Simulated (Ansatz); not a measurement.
# CaMoO4 (I4_1/a): the r2SCAN gap against the k mesh of the density

Wanted: the cheapest k mesh of the density that holds the r2SCAN gap of CaMoO4 (I4_1/a).

Main program and level: Ansatz 0.2.0; DFT, r2SCAN, plane waves, PAW.

## Step 1: Set-up

The structure is tetragonal, space group I4_1/a (No. 88). The conventional cell has a = 5.224 Å, b = 5.224 Å, c = 11.428 Å, α = 90.00°, β = 90.00°, γ = 90.00°. Ca has 8 O at 2.44 to 2.47 Å nearest. Nearest to Mo lie 4 O at 1.77 Å. Nearest to O lie 1 Mo at 1.77 Å and 2 Ca at 2.44 to 2.47 Å. Farther neighbours and most contacts between anions are not listed.

The cell and positions come from the Crystallography Open Database and are kept as given unless a step says otherwise. The default PAW set here is soft_2. Its files were made with PBE.

## Step 2: k mesh of the density: 2×2×2

Input file input.yaml:

```yaml
crystal:
  lattice:
    - [-2.6118, 2.6118, 5.71425]
    - [2.6118, -2.6118, 5.71425]
    - [2.6118, 2.6118, -5.71425]
  atoms:
    - { symbol: Ca, position: [0.75, 0.25, 0.5] }
    - { symbol: Ca, position: [0.0, 0.0, 0.0] }
    - { symbol: Mo, position: [0.25, 0.75, 0.5] }
    - { symbol: Mo, position: [0.5, 0.5, 0.0] }
    - { symbol: O, position: [0.57776, 0.98246, 0.89142] }
    - { symbol: O, position: [0.73246, 0.34104, 0.9047] }
    - { symbol: O, position: [0.09104, 0.68634, 0.10858] }
    - { symbol: O, position: [0.43634, 0.82776, 0.0953] }
    - { symbol: O, position: [0.17224, 0.26754, 0.60858] }
    - { symbol: O, position: [0.01754, 0.90896, 0.5953] }
    - { symbol: O, position: [0.65896, 0.56366, 0.39142] }
    - { symbol: O, position: [0.31366, 0.42224, 0.4047] }
kpoints:
  mp_grid: { grid: [2, 2, 2] }
  band_path:
    path:
      - [0.0, 0.0, 0.0]
      - [0.0, 0.0, 0.5]
      - [0.25, 0.25, 0.25]
      - [0.0, 0.5, 0.0]
      - [0.5, 0.5, -0.5]
      - [0.30222776, 0.69777224, -0.30222776]
      - [-0.30222776, 0.30222776, 0.30222776]
      - [-0.10445551, 0.10445551, 0.5]
    npoints: 1
hamiltonian:
  xc: r2scan
scf:
  occupations: { method: fixed }
  n_extra_bands: 8
output:
  eigenvalues: true
  forces: true
  stress: true
```

Started as:

```sh
ansatz run input.yaml --threads 24 --pin off --max-ram 82944MiB --backend cuda --events-out ev --progress --plain --runs-dir out --devices 1 --max-vram 78GiB
```

Numbers of over 12 decimals in the logs are rounded to 6 here.

The program printed:

```text
scf.n_extra_bands = 8 over 48 filled bands (N_el = 96.0): the run solves 56 bands
GPUs: using 1 of 1 available (devices: 1).
Engine: ansatz 0.2.0, aarch64-unknown-linux-gnu
Pseudopotentials: kind: paw
Pseudopotential: Ca, paw, valence charge 10, recommended cutoff 500 eV (meta_gga), Ca.paw.azcp
Pseudopotential: Mo, paw, valence charge 14, recommended cutoff 500 eV (meta_gga), Mo.paw.azcp
Pseudopotential: O, paw, valence charge 6, recommended cutoff 500 eV (meta_gga), O.paw.azcp
Functional definition: r2SCAN
  parameter k0 = 0.174
  parameter k1 = 0.065
  parameter a1 = 4.9479
  exchange = r2scan_x(k0 = k0, k1 = k1, a1 = a1)
  correlation = r2scan_c
device memory: the entry about to start is reckoned to put 5.5 GiB on a device that reports 174.0 GiB free (of which the cap on the GPU budget leaves the run 78.0 GiB)
GPU FFT provider: cuFFT
GPU libraries: cuBLAS 13.8.1, cuFFT 12.4.0, cuSOLVER 12.3.2
GPU matrix products: emulated (plane waves: as basis.precision tells), large ones in fixed point in workspaces of 1.00 GiB
Crystal: 12 atoms, lattice volume = 155.919 Å³
Basis set: ecut = 500 eV, 3997 PW (Γ), exchange–correlation on 200×200×200 points (64 copies of the dense FFT grid, shifted against one another)
Bands: 56, of which v1, the nominal top of the filled ones, is band 48 counted from 1 (47 counted from 0)
Symmetry: 8 space group operations
Space group: I41/a (ITA 88), of the structure as read, at distance tolerance 5.4e-5 Å
k-points: 4 of 8
Non-local potential: Ca, projectors of the file, l = 0: 3, l = 1: 2, l = 2: 2
Non-local potential: Mo, projectors of the file, l = 0: 3, l = 1: 2, l = 2: 2, l = 3: 1
Non-local potential: O, projectors of the file, l = 0: 2, l = 1: 2, l = 2: 1
PAW form: soft (Blöchl's): semilocal exchange-correlation on the pseudo side does not see the compensation charge
PAW frozen core: Ca, regenerated for the run's functional (the file was generated under x = pbe(κ = 0.804, μ = 0.219515), c = pbe(β = 0.066725))
PAW frozen core: Mo, regenerated for the run's functional (the file was generated under x = pbe(κ = 0.804, μ = 0.219515), c = pbe(β = 0.066725))
PAW frozen core: O, regenerated for the run's functional (the file was generated under x = pbe(κ = 0.804, μ = 0.219515), c = pbe(β = 0.066725))
PAW one-centre angular grid: Ca, 302 points (default); XC on 160 Gauss nodes
PAW one-centre angular grid: Mo, 590 points (default); XC on 160 Gauss nodes
PAW one-centre angular grid: O, 302 points (default); XC on 160 Gauss nodes
Initial density: superposition of atomic densities (neutral atoms: chi_scale 0, normalization atom), corrected by the library's trained network
Initial wavefunctions: pseudopotential atomic-orbital guess
GPU buffer pool allocated for 125000 grid points (all kernels)
GPU transforms: local potential and band sums: pruned to the plane-wave sphere, on 50×50×50
Functional: x = r2scan, c = r2scan; τ floored in thin density (d = 2e-4 eV/Å³)
SCF iter   1: F=—  HF=-18139.392459 eV  |F-HF|=—  |Δ(HF+E_count)|=         —  Δρ=1.55e-2  dr2=5.62e-1  dr2_τ=7.72e-1  ethr=1.77e-3  ⟨swp⟩=5.0  Hψ=763  notcnv=0  defer=21
preconditioner: auto → Resta (q_TF=auto, 2.516 Å⁻¹)  ε∞=4.6  [insulator: Δε(μ)=4.152 eV  Ē_g=13.659 eV  n_scr=36 (ndim 8)  ℏωp=25.9 eV  f_vac=0.040  ε∞_Penn≈4.6]
SCF iter   2: F=—  HF=-18139.475610 eV  |F-HF|=—  |Δ(HF+E_count)|=   8.32e-2  Δρ=8.42e-3  dr2=6.67e-2  dr2_τ=4.53e-2  ethr=5.85e-4  ⟨swp⟩=2.5  Hψ=405  notcnv=0  defer=20
SCF iter   3: F=—  HF=-18139.466803 eV  |F-HF|=—  |Δ(HF+E_count)|=   8.81e-3  Δρ=3.07e-3  dr2=7.63e-3  dr2_τ=6.23e-4  ethr=6.94e-5  ⟨swp⟩=2.0  Hψ=328  notcnv=0  defer=24
SCF iter   4: F=—  HF=-18139.465542 eV  |F-HF|=—  |Δ(HF+E_count)|=   1.26e-3  Δρ=6.81e-4  dr2=3.84e-4  dr2_τ=7.84e-5  ethr=7.94e-6  ⟨swp⟩=2.0  Hψ=368  notcnv=0  defer=24
SCF iter   5: F=—  HF=-18139.465413 eV  |F-HF|=—  |Δ(HF+E_count)|=   1.29e-4  Δρ=1.29e-4  dr2=2.06e-5  dr2_τ=2.94e-6  ethr=4.00e-7  ⟨swp⟩=2.0  Hψ=346  notcnv=0  defer=21
SCF iter   6: F=—  HF=-18139.465329 eV  |F-HF|=—  |Δ(HF+E_count)|=   8.42e-5  Δρ=1.96e-5  dr2=6.19e-7  dr2_τ=6.05e-8  ethr=2.15e-8  ⟨swp⟩=2.0  Hψ=351  notcnv=0  defer=16
SCF iter   7: F=-18139.465329 eV  HF=-18139.465329 eV  |F-HF|=1.03e-8  |Δ(HF+E_count)|=   3.40e-7  Δρ=4.30e-6  dr2=3.75e-8  dr2_τ=3.05e-9  ethr=1.04e-10  ⟨swp⟩=11.0  Hψ=1118  notcnv=0
SCF 1 converged in 7 iterations: F = -18139.465329 eV  dr2 = 3.75e-8
[...]
device memory: the entry about to start is reckoned to put 5.8 GiB on a device that reports 174.0 GiB free (of which the cap on the GPU budget leaves the run 78.0 GiB)
NSCF: frozen V_eff on 8 k-points
SCF converged after 7 iterations
Free energy (F): -18139.465329 eV
Harris-Foulkes:  -18139.465329 eV  (|F-HF|=1.03e-8)
Internal energy: -18139.465329 eV  (E = F + TS)
E sigma→0 (E₀):  -18139.465329 eV
Fermi energy:    6.586403 eV
--- Per-component energies (eV) ---
  E_band       = -827.404657
  E_kinetic    = 2839.878331
  E_local      = -6820.011817  (includes V_loc(G=0)·N_el)
  E_nonlocal   = 784.391156
  E_hartree    = 2351.932834
  E_xc         = -1216.983125
  E_vxc        = -1746.023807  (∫ρ·V_xc dr)
  E_paw        = -9438.331710  (= ΣΔE_a)
  E_vpaw       = -702.419384  (= ΣTr[D̂ρ^β])
  E_aug_tail   = 0.008263  (compensation charges beyond the density's cutoff)
  E_vtau       = 112.901125  (kinetic-family band-sum trace: ∫τ·v_τ [+ j·A + Jᵃ·Aᵃ] dr)
  E_ewald      = -6639.209996
  E_core_change = -1.139265  (= ΣΔE_core)
  E_smearing   = -0.000000  (= −TS)
  E_closure    = -0.000000  (closes the sum)
  Σ components = -18139.465329   (vs F -18139.465329, Δ=0.00e0)
--- Forces (eV/Å), atoms counted from 1 ---
  atom   1  Ca     0.00000000    -0.00000000     0.00000000
  atom   2  Ca     0.00000000     0.00000000     0.00000000
  atom   3  Mo     0.00000000     0.00000000     0.00000000
  atom   4  Mo    -0.00000000     0.00000000     0.00000000
  atom   5  O      0.07671542     0.08437801     0.07048834
  atom   6  O     -0.08437801     0.07671542     0.07048834
  atom   7  O     -0.07671542    -0.08437801     0.07048834
  atom   8  O      0.08437801    -0.07671542     0.07048834
  atom   9  O     -0.07671542    -0.08437801    -0.07048834
  atom  10  O      0.08437801    -0.07671542    -0.07048834
  atom  11  O      0.07671542     0.08437801    -0.07048834
  atom  12  O     -0.08437801     0.07671542    -0.07048834
  max |Σ_I F_I| component: 2.78e-17 eV/Å
--- Stress (GPa, compression-positive) ---
        0.568594       0.000010       0.000000
       -0.000010       0.568594      -0.000000
        0.000000       0.000000       0.121952
  P = ⅓ Tr σ = 0.4197 GPa (4.197 kbar)
--- Band table (eV) ---
  k-point 0: bands = [... 44 lower, 5.9082, 6.2574, 6.5864, 6.5864, 10.4361, 10.8445, 11.1741, 11.1868, ... 4 higher]
  k-point 1: bands = [... 44 lower, 6.0095, 6.0095, 6.1319, 6.1319, 10.7307, 10.7307, 11.2549, 11.2549, ... 4 higher]
  k-point 2: bands = [... 44 lower, 5.9716, 6.0371, 6.2567, 6.3247, 10.7863, 10.9487, 11.0293, 11.2240, ... 4 higher]
  k-point 3: bands = [... 44 lower, 6.1391, 6.1391, 6.5201, 6.5201, 10.6515, 10.6515, 10.9184, 10.9184, ... 4 higher]
```

Elapsed: 1.2 s, on 1 × NVIDIA GB200 (shared by 2 runs) with 24 threads of Arm Neoverse V2, shared host; peak memory 1.4 GiB; 4 s of CPU time.

The column dr2 measures how far the density is from self-consistency, as an energy; F and HF (Harris–Foulkes) agree once it is small.

Numbers from this step:

```yaml
pressure: 0.4197 GPa
gap: 3.850 eV
valence_top_at: Γ
conduction_bottom_at: Γ
least_direct_gap: 3.850 eV
```

The gap is direct, at Γ.

## Step 3: k mesh of the density: 4×4×4

input.yaml: that of step 2 with these lines changed.

```diff
@@ -19,3 +19,3 @@
 kpoints:
-  mp_grid: { grid: [2, 2, 2] }
+  mp_grid: { grid: [4, 4, 4] }
   band_path:
```

The program printed:

```text
[...]
GPUs: using 1 of 1 available (devices: 1).
[...]
GPU FFT provider: cuFFT
GPU libraries: cuBLAS 13.8.1, cuFFT 12.4.0, cuSOLVER 12.3.2
[...]
Crystal: 12 atoms, lattice volume = 155.919 Å³
Basis set: ecut = 500 eV, 3997 PW (Γ), exchange–correlation on 200×200×200 points (64 copies of the dense FFT grid, shifted against one another)
[...]
k-point 0: bands = [... 44 lower, 5.9090, 6.2580, 6.5870, 6.5870, 10.4361, 10.8447, 11.1743, 11.1870, ... 4 higher]
  k-point 1: bands = [... 44 lower, 6.0631, 6.1315, 6.1436, 6.4086, 10.6294, 11.0093, 11.0160, 11.3211, ... 4 higher]
  k-point 2: bands = [... 44 lower, 6.0100, 6.0100, 6.1326, 6.1326, 10.7308, 10.7308, 11.2551, 11.2551, ... 4 higher]
  k-point 13: bands = [... 44 lower, 6.1398, 6.1398, 6.5206, 6.5206, 10.6516, 10.6516, 10.9186, 10.9186, ... 4 higher]
[key lines of the parts left out:]
SCF converged after 7 iterations
Free energy (F): -18139.462364 eV
Fermi energy:    6.586977 eV
P = ⅓ Tr σ = 0.4280 GPa (4.280 kbar)
```

Elapsed: 1.4 s, on 1 × NVIDIA GB200 (shared by 2 runs) with 24 threads; peak memory 1.3 GiB.

This step gave:

- pressure: 0.4280 GPa
- gap: 3.849 eV
- valence top at: Γ
- conduction bottom at: Γ
- least direct gap: 3.849 eV

The gap is 3.849 eV, −0.001 eV from the run before at this level.

## Step 4: k mesh of the density: 6×6×6 (the default)

input.yaml, the sections that differ from step 3:

```yaml
kpoints:
  mp_grid: { grid: [6, 6, 6] }
  band_path:
    path:
      - [[0.0, 0.0, 0.0], [0.0, 0.0, 0.5], [0.25, 0.25, 0.25], [0.0, 0.5, 0.0], [0.0, 0.0, 0.0], [0.5, 0.5, -0.5], [0.30222776, 0.69777224, -0.30222776]]
      - [[-0.30222776, 0.30222776, 0.30222776], [0.0, 0.0, 0.0]]
      - [[0.0, 0.0, 0.5], [-0.10445551, 0.10445551, 0.5]]
      - [[0.5, 0.5, -0.10445551], [0.5, 0.5, -0.5]]
    npoints: 10
scf:
  occupations: { method: fermi_dirac, width: 0.02 }
  n_extra_bands: 8
# crystal, hamiltonian, output: as in step 3
```

The program printed:

```text
[...]
GPUs: using 1 of 1 available (devices: 1).
[...]
concurrent solve slots: 18 of 24 are kept, ahead of what memory takes: no pass of the eigensolver takes more rounds on 18
[...]
GPU FFT provider: cuFFT
GPU libraries: cuBLAS 13.8.1, cuFFT 12.4.0, cuSOLVER 12.3.2
[...]
Crystal: 12 atoms, lattice volume = 155.919 Å³
[...]
k-point 0: bands = [... 44 lower, 5.9090, 6.2580, 6.5870, 6.5870, 10.4361, 10.8447, 11.1743, 11.1870, ... 4 higher]
  k-point 1: bands = [... 44 lower, 6.0103, 6.2016, 6.3338, 6.4972, 10.5492, 10.9275, 11.1052, 11.2705, ... 4 higher]
  k-point 2: bands = [... 44 lower, 5.8022, 6.0640, 6.1945, 6.3051, 10.6796, 10.8966, 11.1117, 11.3246, ... 4 higher]
  k-point 35: bands = [... 44 lower, 6.1398, 6.1398, 6.5206, 6.5206, 10.6516, 10.6516, 10.9186, 10.9186, ... 4 higher]
[key lines of the parts left out:]
SCF converged after 7 iterations
Free energy (F): -18139.462417 eV
Fermi energy:    8.520841 eV
P = ⅓ Tr σ = 0.4275 GPa (4.275 kbar)
```

The job ended after 2.8 s (1 × NVIDIA GB200 (shared by 2 runs) with 24 threads; peak memory 1.3 GiB; 19 s of CPU time).

This step gave:

```
pressure             : 0.4275 GPa
gap                  : 3.849 eV
valence top at       : Γ
conduction bottom at : Γ
least direct gap     : 3.849 eV
```

The gap is 3.849 eV, as in the run before at this level.

## Step 5: k mesh of the density: 10×10×10

input.yaml, the sections that differ from step 4:

```yaml
kpoints:
  mp_grid: { grid: [10, 10, 10] }
  band_path:
    path:
      - [0.0, 0.0, 0.0]
      - [0.0, 0.0, 0.5]
      - [0.25, 0.25, 0.25]
      - [0.0, 0.5, 0.0]
      - [0.5, 0.5, -0.5]
      - [0.30222776, 0.69777224, -0.30222776]
      - [-0.30222776, 0.30222776, 0.30222776]
      - [-0.10445551, 0.10445551, 0.5]
    npoints: 1
scf:
  occupations: { method: fixed }
  n_extra_bands: 8
# crystal, hamiltonian, output: as in step 4
```

The program printed:

```text
[...]
GPUs: using 1 of 1 available (devices: 1).
[...]
GPU FFT provider: cuFFT
GPU libraries: cuBLAS 13.8.1, cuFFT 12.4.0, cuSOLVER 12.3.2
[...]
Crystal: 12 atoms, lattice volume = 155.919 Å³
Basis set: ecut = 500 eV, 3997 PW (Γ), exchange–correlation on 200×200×200 points (64 copies of the dense FFT grid, shifted against one another)
[...]
k-point 0: bands = [... 44 lower, 5.9090, 6.2580, 6.5870, 6.5870, 10.4361, 10.8447, 11.1743, 11.1870, ... 4 higher]
  k-point 1: bands = [... 44 lower, 5.9338, 6.2379, 6.4896, 6.5523, 10.4835, 10.8755, 11.1573, 11.2165, ... 4 higher]
  k-point 2: bands = [... 44 lower, 6.0614, 6.1723, 6.2407, 6.4636, 10.5835, 10.9607, 11.0703, 11.2953, ... 4 higher]
  k-point 143: bands = [... 44 lower, 6.1398, 6.1398, 6.5207, 6.5207, 10.6516, 10.6516, 10.9186, 10.9186, ... 4 higher]
[key lines of the parts left out:]
SCF converged after 7 iterations
Free energy (F): -18139.462402 eV
Fermi energy:    6.586991 eV
P = ⅓ Tr σ = 0.4277 GPa (4.277 kbar)
```

It took 3.8 s on 1 × NVIDIA GB200 (shared by 2 runs) with 24 threads; peak memory 1.3 GiB; 12 s of CPU time.

This step gave:

```yaml
pressure: 0.4277 GPa
gap: 3.849 eV
valence_top_at: Γ
conduction_bottom_at: Γ
least_direct_gap: 3.849 eV
```

The gap is 3.849 eV, as in the run before at this level.

## Step 6: The series

Differences are against the last row; a negative gap means that bands overlap, and a run with a band path holds that path's time. Times are wall times on 1 × NVIDIA GB200 (shared by 2 runs) with 24 threads of Arm Neoverse V2, shared host, good to a factor of about two.

```tsv
k mesh of the density	gap (eV)	direct gap (eV)	gap error (eV)	energy error (meV/atom)	irreducible k	time
2×2×2	3.850	3.850	+0.001	−0.2	4	1.2 s
4×4×4	3.849	3.849	+0.000	+0.0	14	1.4 s
6×6×6	3.849	3.849	+0.000	+0.0	36	2.8 s
10×10×10	3.849	3.849	+0.000	+0.0	144	3.8 s
```

## Step 7: What came out

```
2×2×2    : 3.850 eV
4×4×4    : 3.849 eV
6×6×6    : 3.849 eV
10×10×10 : 3.849 eV
```

**Reading.** The gap holds to 0.02 eV from 2×2×2 on, the cheapest setting tried. At 2×2×2 the gap is off by +0.001 eV and the energy by +0 meV/atom. The gap is read over the mesh and added points near the edges, so meshes differ mainly through the density and, for a hybrid, the exchange operator.

[Paths, hosts, dates, memory and timing lines, banners, echoed tables and standing remarks are left out of the program output.]

[Logs are printed without paths, hosts, clocks, repeated set-up lines and the standing remarks that a program may print on its own settings, such as how far it seeks lower states.]

[Runs of the session that timed out or met a known fault of the program may be left out.]

[Cells called generated may have been cut or substituted from an entry of the Crystallography Open Database or the Materials Project.]

[Hosts, paths, dates, database ids (printed as entryN), source tags and the programs' standing remarks are cut or masked in the printed files.]
